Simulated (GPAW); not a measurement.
**STM contrast on H/Al(110)**

Wanted: filled- and empty-state images of H/Al(110), with its work function.

Main program and level: GPAW 26.7.0; GPAW, PAW setups; slab in vacuum, relaxation, in the first sound run; inputs show where later runs differ.

### Step 1. Starting point

The cell holds 6 atoms: 5 Al and 1 H. Its edges and angles: a = 4.050 Å, b = 2.864 Å, c = 22.228 Å, α = 90.0°, β = 90.0°, γ = 90.0°. Vacuum lies along c.

### Step 2. Relaxation

Forces are removed first; all later runs use this geometry. The lowest 2 atoms are held at bulk positions and keep their forces.

File run.py:

```python
import json
import numpy as np
from ase import Atoms
from ase.constraints import FixAtoms
from ase.optimize import BFGS
from gpaw import GPAW, PW

slab = Atoms(
    ['Al', 'Al', 'Al', 'Al', 'Al', 'H'],
    positions=[
        [0.00000, 0.00000, 8.00000],
        [2.02500, 1.43189, 9.43189],
        [0.00000, 0.00000, 10.86378],
        [2.02500, 1.43189, 12.29567],
        [0.00000, 0.00000, 13.72756],
        [2.02500, 1.43189, 14.22756]],
    cell=[[4.05, 0.0, 0.0], [0.0, 2.86378, 0.0], [0.0, 0.0, 22.22756]],
    pbc=[True, True, False])

slab.calc = GPAW(mode=PW(500), xc='PBE', kpts={'size': (8, 11, 1), 'gamma': True},
                 occupations={'name': 'fermi-dirac', 'width': 0.1}, nbands='200%',
                 convergence={'density': 1e-05}, maxiter=200,
                 poissonsolver={'dipolelayer': 'xy'},
                 symmetry={'tolerance': 1e-3, 'extra_ids': [1, 1, 0, 0, 0, 0]}, txt='slab.txt')
result = {}
slab.set_constraint(FixAtoms([0, 1]))
path = []
opt = BFGS(slab, maxstep=0.2)
opt.attach(lambda: path.append((slab.get_potential_energy(), slab.positions.tolist(), slab.get_forces().tolist())))
result['relaxed'] = bool(opt.run(fmax=0.03, steps=40))
result['path'] = path
energy = slab.get_potential_energy()
fermi = slab.calc.get_fermi_level()
v = slab.calc.get_electrostatic_potential().mean((0, 1)) - fermi
n = slab.calc.get_pseudo_density().mean((0, 1))
L = slab.cell[2, 2]
z = np.arange(len(v)) * L / len(v)
low, high = slab.positions[:, 2].min(), slab.positions[:, 2].max()
below, above = np.interp([low - 5.8, high + 5.8], z, v)
slopes = [np.interp(x, z, np.gradient(v, z)) for x in (low - 5.8, high + 5.8)]
eps = np.array([[slab.calc.get_eigenvalues(k, s) for k in range(len(slab.calc.get_ibz_k_points()))]
                for s in range(slab.calc.get_number_of_spins())]) - fermi
top, bottom = eps[eps < 0].max(), eps[eps > 0].min()
dipole = slab.get_dipole_moment()[2]
print(f'energy {energy:.4f} eV, Fermi level {fermi:.4f} eV, dipole {dipole:.5f} e A')
print(f'potential 5.8 A off the faces, from the Fermi level: lower {below:.4f} eV, upper {above:.4f} eV')
print(f'slope of the potential there: lower {slopes[0]:.5f}, upper {slopes[1]:.5f} eV/A')
print(f'nearest levels on the mesh: {top:.4f} and {bottom:.4f} eV')
print('magnetic moment', round(slab.get_magnetic_moment(), 3))
result.update(energy=energy, fermi=fermi, dipole=dipole, below=below, above=above, slopes=slopes, edges=[top, bottom],
              z=z.tolist(), v=v.tolist(), n=n.tolist(), positions=slab.positions.tolist(),
              forces=slab.get_forces(apply_constraint=False).tolist(), moments=slab.get_magnetic_moments().tolist())
json.dump(result, open('result.json', 'w'))
```

The run is started by

```console
$ OMP_NUM_THREADS=1 OPENBLAS_NUM_THREADS=1 python run.py
```

Output:

```text
Step          Energy          fmax
BFGS:    0      -19.893596        0.413207
BFGS:    1      -19.897519        0.399223
BFGS:    2      -19.914212        0.585019
BFGS:    3      -19.925566        0.165504
BFGS:    4      -19.927528        0.153198
BFGS:    5      -19.929062        0.215406
BFGS:    6      -19.931535        0.255473
BFGS:    7      -19.936930        0.249722
BFGS:    8      -19.940981        0.130109
BFGS:    9      -19.942321        0.133529
BFGS:   10      -19.942823        0.117993
BFGS:   11      -19.943467        0.087883
BFGS:   12      -19.944300        0.084633
BFGS:   13      -19.945005        0.057156
BFGS:   14      -19.945257        0.040904
BFGS:   15      -19.945310        0.038812
BFGS:   16      -19.945369        0.034704
BFGS:   17      -19.945501        0.039839
BFGS:   18      -19.945767        0.050245
BFGS:   19      -19.946132        0.046014
BFGS:   20      -19.946403        0.022752
energy -19.8989 eV, Fermi level -0.4190 eV, dipole 0.00009 e A
potential 5.8 A off the faces, from the Fermi level: lower 4.1786 eV, upper 4.1746 eV
slope of the potential there: lower -0.00021, upper 0.00006 eV/A
nearest levels on the mesh: -0.0371 and 0.0468 eV
magnetic moment 0.0
```

It took 15 min on 1 thread of Arm Neoverse V2, shared host; peak memory 0.29 GiB.

The steps of the relaxation:

| step | energy less that of the first step (eV) | largest force (eV/Å) |
| --- | --- | --- |
| 1 | 0.0000 | 0.4132 |
| 2 | -0.0038 | 0.3992 |
| 3 | -0.0172 | 0.5850 |
| 4 | -0.0300 | 0.1655 |
| 5 | -0.0316 | 0.1532 |
| 6 | -0.0328 | 0.2154 |
| 7 | -0.0347 | 0.2555 |
| 8 | -0.0390 | 0.2497 |
| 9 | -0.0422 | 0.1301 |
| 10 | -0.0433 | 0.1335 |
| 11 | -0.0438 | 0.1180 |
| 12 | -0.0443 | 0.0879 |
| 13 | -0.0447 | 0.0846 |
| 14 | -0.0449 | 0.0572 |
| 15 | -0.0448 | 0.0409 |
| 16 | -0.0449 | 0.0388 |
| 17 | -0.0450 | 0.0347 |
| 18 | -0.0452 | 0.0398 |
| 19 | -0.0458 | 0.0502 |
| 20 | -0.0466 | 0.0460 |
| 21 | -0.0471 | 0.0228 |

The atoms that moved most (Å):

| atom | dx | dy | dz | length |
| --- | --- | --- | --- | --- |
| H6 | 0.000 | 0.000 | -0.236 | 0.236 |
| Al3 | 0.000 | 0.000 | 0.059 | 0.059 |
| Al4 | 0.000 | 0.000 | -0.055 | 0.055 |
| Al5 | 0.000 | 0.000 | 0.043 | 0.043 |

The relaxed structure:

```
Al H
1.0
     4.05000    0.00000    0.00000
     0.00000    2.86378    0.00000
     0.00000    0.00000   22.22756
Al H
5 1
Cartesian
  0.0000 0.0000 8.0000
  2.0250 1.4319 9.4319
  0.0000 0.0000 10.9232
  2.0250 1.4319 12.2404
  0.0000 0.0000 13.7711
  2.0250 1.4319 13.9913
```

This step gave:

| Item | Value |
| --- | --- |
| dipole along the normal | 8.91e-5 e·Å |
| levels nearest the Fermi level on the mesh | -0.03715, 0.04679 eV from the Fermi level |
| upper work function | 4.175 eV |
| lower work function | 4.179 eV |

The electrostatic potential energy of an electron (without an applied field's), less the Fermi level, planar mean oscillates, so the rows of the table below give means over windows of 1.39 Å about each position, cut where the curve ends. Its maxima inside the range that stand out by 2 % of the span (Å: eV): 8.7: -4.96, 10.2: -4.41, 11.6: -6.06, 13.0: -4.14. Its minima: 8.1: -8.88, 9.4: -9.23, 10.9: -9.47, 12.2: -9.37, 13.8: -10.1.

Electrostatic potential energy of an electron (without an applied field's), less the Fermi level, planar mean against z; means over each step:

z (Å), electrostatic potential energy of an electron (without an applied field's), less the Fermi level, planar mean (eV) and a bar from the least value:
```
     0.69        4.2 ##############################
     2.08        4.2 ##############################
     3.48        4.2 ##############################
     4.87        4.1 ##############################
     6.26        3.4 ############################
     7.65       -4.6 ########
     9.04       -7.0 ##
    10.43       -6.7 ###
    11.82       -7.7 
    13.21       -6.6 ###
    14.60       -1.5 ################
    15.99        3.9 #############################
    17.38        4.2 ##############################
    18.77        4.2 ##############################
    20.16        4.2 ##############################
    21.55        4.2 ##############################
```

The pseudo valence density, planar mean oscillates, so the rows of the table below give means over windows of 1 Å about each position, cut where the curve ends. Its maxima inside the range that stand out by 2 % of the span (Å: e/Å³): 7.6: 0.123, 8.7: 0.199, 10.2: 0.198, 11.7: 0.213, 13.3: 0.200, 14.1: 0.201. Its minima: 8.0: 0.115, 9.4: 0.144, 10.9: 0.152, 12.2: 0.153, 13.7: 0.181.

Table of pseudo valence density, planar mean by z; means over each step:

| z (Å) | pseudo valence density, planar mean (e/Å³) |
| --- | --- |
| 3 | 9.1e-6 |
| 4 | 9.7e-5 |
| 5 | 0.00102 |
| 6 | 0.0104 |
| 7 | 0.0687 |
| 8 | 0.137 |
| 9 | 0.180 |
| 10 | 0.184 |
| 11 | 0.178 |
| 12 | 0.184 |
| 13 | 0.191 |
| 14 | 0.181 |
| 15 | 0.0594 |
| 16 | 0.00648 |
| 17 | 5.5e-4 |
| 18 | 5.0e-5 |
| 19 | 4.4e-6 |

The relaxation lowered the energy of the cell by 0.0471 eV (energies extrapolated to zero smearing; the optimiser's log prints free energies). The largest force left on a free atom is 0.023 eV/Å.

### Step 3. The slab's potential

The work function is the vacuum plateau of the electrostatic potential less the Fermi level; a dipole layer lets the two faces have plateaus of their own.

This step: GPAW, PAW setups; slab in vacuum (GPAW 26.7.0).

run.py, as its differences from that of step 2:

```diff
@@ -3,4 +3,3 @@
 from ase import Atoms
-from ase.constraints import FixAtoms
-from ase.optimize import BFGS
+from ase.dft.stm import STM
 from gpaw import GPAW, PW
@@ -12,6 +11,6 @@
         [2.02500, 1.43189, 9.43189],
-        [0.00000, 0.00000, 10.86378],
-        [2.02500, 1.43189, 12.29567],
-        [0.00000, 0.00000, 13.72756],
-        [2.02500, 1.43189, 14.22756]],
+        [0.00000, 0.00000, 10.92321],
+        [2.02500, 1.43189, 12.24041],
+        [0.00000, -0.00000, 13.77106],
+        [2.02500, 1.43189, 13.99128]],
     cell=[[4.05, 0.0, 0.0], [0.0, 2.86378, 0.0], [0.0, 0.0, 22.22756]],
@@ -23,10 +22,4 @@
                  poissonsolver={'dipolelayer': 'xy'},
-                 symmetry={'tolerance': 1e-3, 'extra_ids': [1, 1, 0, 0, 0, 0]}, txt='slab.txt')
+                 symmetry={'tolerance': 1e-3}, txt='slab.txt')
 result = {}
-slab.set_constraint(FixAtoms([0, 1]))
-path = []
-opt = BFGS(slab, maxstep=0.2)
-opt.attach(lambda: path.append((slab.get_potential_energy(), slab.positions.tolist(), slab.get_forces().tolist())))
-result['relaxed'] = bool(opt.run(fmax=0.03, steps=40))
-result['path'] = path
 energy = slab.get_potential_energy()
@@ -52,2 +45,16 @@
               forces=slab.get_forces(apply_constraint=False).tolist(), moments=slab.get_magnetic_moments().tolist())
+
+# Images need the states of the whole zone, up to time reversal
+slab.calc = slab.calc.fixed_density(symmetry={'point_group': False}, txt='states.txt', nbands='260%',
+                                    convergence={'bands': 'CBM+0.8'})
+stm = STM(slab)
+result['stm'] = []
+for bias in [-0.5, 0.5]:
+    height = high + 4.0
+    current = stm.get_averaged_current(bias, height)
+    x, y, h = stm.scan(bias, current)
+    i, f = divmod(height / L * stm.ldos.shape[2], 1)
+    I = abs((1 - f) * stm.ldos[:, :, int(i)] + f * stm.ldos[:, :, int(i) + 1])
+    print(f'bias {bias} V: mean current at 4.0 A {current:.4e}, corrugation {np.ptp(h):.4f} A')
+    result['stm'].append(dict(bias=bias, current=current, h=(h - high).tolist(), I=I.tolist()))
 json.dump(result, open('result.json', 'w'))
```

Output:

```text
energy -19.8989 eV, Fermi level -0.4190 eV, dipole 0.00010 e A
potential 5.8 A off the faces, from the Fermi level: lower 4.1786 eV, upper 4.1746 eV
slope of the potential there: lower -0.00021, upper 0.00006 eV/A
nearest levels on the mesh: -0.0372 and 0.0468 eV
magnetic moment 0.0
bias -0.5 V: mean current at 4.0 A 6.9328e-06, corrugation 0.0887 A
bias 0.5 V: mean current at 4.0 A 6.6727e-06, corrugation 0.2753 A
```

The job ended after 1.8 min (1 thread; peak memory 0.48 GiB).

This step gave:

| Quantity | Value |
| --- | --- |
| dipole along the normal | 1.03e-4 e·Å |
| levels nearest the Fermi level on the mesh | -0.03716, 0.04679 eV from the Fermi level |
| corrugation -0.5 | 0.08874 Å |
| corrugation 0.5 | 0.2753 Å |

The electrostatic potential energy of an electron (without an applied field's), less the Fermi level, planar mean oscillates, so the rows of the table below give means over windows of 1.39 Å about each position, cut where the curve ends. Its maxima inside the range that stand out by 2 % of the span (Å: eV): 8.7: -4.96, 10.2: -4.41, 11.6: -6.06, 13.0: -4.14. Its minima: 8.1: -8.88, 9.4: -9.23, 10.9: -9.47, 12.2: -9.37, 13.8: -10.1.

The electrostatic potential energy of an electron (without an applied field's), less the Fermi level, planar mean by z; means over each step:

z (Å), electrostatic potential energy of an electron (without an applied field's), less the Fermi level, planar mean (eV) and a bar from the least value:
```
     0.69        4.2 ##############################
     2.08        4.2 ##############################
     3.48        4.2 ##############################
     4.87        4.1 ##############################
     6.26        3.4 ############################
     7.65       -4.6 ########
     9.04       -7.0 ##
    10.43       -6.7 ###
    11.82       -7.7 
    13.21       -6.6 ###
    14.60       -1.5 ################
    15.99        3.9 #############################
    17.38        4.2 ##############################
    18.77        4.2 ##############################
    20.16        4.2 ##############################
    21.55        4.2 ##############################
```

The pseudo valence density, planar mean oscillates, so the rows of the table below give means over windows of 1 Å about each position, cut where the curve ends. Its maxima inside the range that stand out by 2 % of the span (Å: e/Å³): 7.6: 0.123, 8.7: 0.199, 10.2: 0.198, 11.7: 0.213, 13.3: 0.200, 14.1: 0.201. Its minima: 8.0: 0.115, 9.4: 0.144, 10.9: 0.152, 12.2: 0.153, 13.7: 0.181.

The pseudo valence density, planar mean by z; means over each step:

(Unchanged from step 2.)

Tip height over the top atom over a1 and a2. Sample bias -0.5 V, constant current at the mean current 4.0 Å over the top atom.

Values in Å, 15 rows by 16 columns, each cell a mean:
```
4.046 4.043 4.035 4.022 4.011 3.998 3.988 3.980 3.977 3.982 3.990 4.001 4.013 4.026 4.037 4.044
4.042 4.039 4.032 4.020 4.008 3.995 3.984 3.975 3.973 3.977 3.987 3.998 4.011 4.024 4.034 4.040
4.036 4.032 4.026 4.015 4.002 3.989 3.979 3.972 3.970 3.973 3.981 3.992 4.005 4.018 4.027 4.033
4.030 4.026 4.020 4.008 3.996 3.984 3.974 3.969 3.968 3.970 3.976 3.986 3.999 4.012 4.021 4.027
4.023 4.019 4.013 4.003 3.991 3.979 3.971 3.966 3.964 3.967 3.973 3.981 3.994 4.007 4.015 4.020
4.016 4.014 4.008 3.999 3.986 3.975 3.967 3.962 3.960 3.963 3.969 3.977 3.989 4.002 4.009 4.015
4.014 4.012 4.005 3.995 3.982 3.970 3.965 3.960 3.958 3.961 3.966 3.972 3.985 3.998 4.007 4.013
4.014 4.012 4.005 3.995 3.982 3.970 3.965 3.960 3.958 3.961 3.966 3.972 3.985 3.998 4.007 4.013
4.016 4.014 4.008 3.999 3.986 3.975 3.967 3.962 3.960 3.963 3.969 3.977 3.989 4.002 4.009 4.015
4.023 4.019 4.013 4.003 3.991 3.979 3.971 3.966 3.964 3.967 3.973 3.981 3.994 4.007 4.015 4.020
4.030 4.026 4.020 4.008 3.996 3.984 3.974 3.969 3.968 3.970 3.976 3.986 3.999 4.012 4.021 4.027
4.036 4.032 4.026 4.015 4.002 3.989 3.979 3.972 3.970 3.973 3.981 3.992 4.005 4.018 4.027 4.033
4.042 4.039 4.032 4.020 4.008 3.995 3.984 3.975 3.973 3.977 3.987 3.998 4.011 4.024 4.034 4.040
4.046 4.043 4.035 4.022 4.011 3.998 3.988 3.980 3.977 3.982 3.990 4.001 4.013 4.026 4.037 4.044
4.046 4.044 4.036 4.022 4.011 3.999 3.989 3.981 3.979 3.983 3.991 4.002 4.014 4.026 4.038 4.045
```
Columns: a1 from 0 to 0.952; rows upwards: a2 from 0 to 0.933.

Local density of states summed over the bias window over a1 and a2. Sample bias -0.5 V, constant height 4.0 Å over the top atom.

Values in units of 1e-6 arbitrary, 15 rows by 16 columns, each cell a mean:
```
7.6 7.6 7.4 7.2 7.1 6.9 6.8 6.7 6.6 6.7 6.8 6.9 7.1 7.3 7.5 7.6
7.5 7.5 7.4 7.2 7.0 6.9 6.7 6.6 6.6 6.6 6.8 6.9 7.1 7.3 7.4 7.5
7.4 7.4 7.3 7.1 7.0 6.8 6.7 6.6 6.5 6.6 6.7 6.8 7.0 7.2 7.3 7.4
7.4 7.3 7.2 7.0 6.9 6.7 6.6 6.5 6.5 6.5 6.6 6.8 6.9 7.1 7.2 7.3
7.2 7.2 7.1 7.0 6.8 6.7 6.5 6.5 6.4 6.5 6.6 6.7 6.9 7.0 7.1 7.2
7.2 7.1 7.0 6.9 6.8 6.6 6.5 6.4 6.4 6.4 6.5 6.6 6.8 7.0 7.1 7.1
7.1 7.1 7.0 6.9 6.7 6.5 6.4 6.4 6.3 6.4 6.5 6.6 6.7 6.9 7.0 7.1
7.1 7.1 7.0 6.9 6.7 6.5 6.4 6.4 6.3 6.4 6.5 6.6 6.7 6.9 7.0 7.1
7.2 7.1 7.0 6.9 6.8 6.6 6.5 6.4 6.4 6.4 6.5 6.6 6.8 7.0 7.1 7.1
7.2 7.2 7.1 7.0 6.8 6.7 6.5 6.5 6.4 6.5 6.6 6.7 6.9 7.0 7.1 7.2
7.4 7.3 7.2 7.0 6.9 6.7 6.6 6.5 6.5 6.5 6.6 6.8 6.9 7.1 7.2 7.3
7.4 7.4 7.3 7.1 7.0 6.8 6.7 6.6 6.5 6.6 6.7 6.8 7.0 7.2 7.3 7.4
7.5 7.5 7.4 7.2 7.0 6.9 6.7 6.6 6.6 6.6 6.8 6.9 7.1 7.3 7.4 7.5
7.6 7.6 7.4 7.2 7.1 6.9 6.8 6.7 6.6 6.7 6.8 6.9 7.1 7.3 7.5 7.6
7.6 7.6 7.5 7.2 7.1 6.9 6.8 6.7 6.7 6.7 6.8 7.0 7.1 7.3 7.5 7.6
```
Columns: a1 from 0 to 0.952; rows upwards: a2 from 0 to 0.933.

[end of part 1 of 2]

[Logs are printed without paths, hosts, clocks, repeated set-up lines and the standing remarks that a program may print on its own settings, such as how far it seeks lower states.]

[Hosts, paths, dates, database ids (printed as entryN), source tags and the programs' standing remarks are cut or masked in the printed files.]
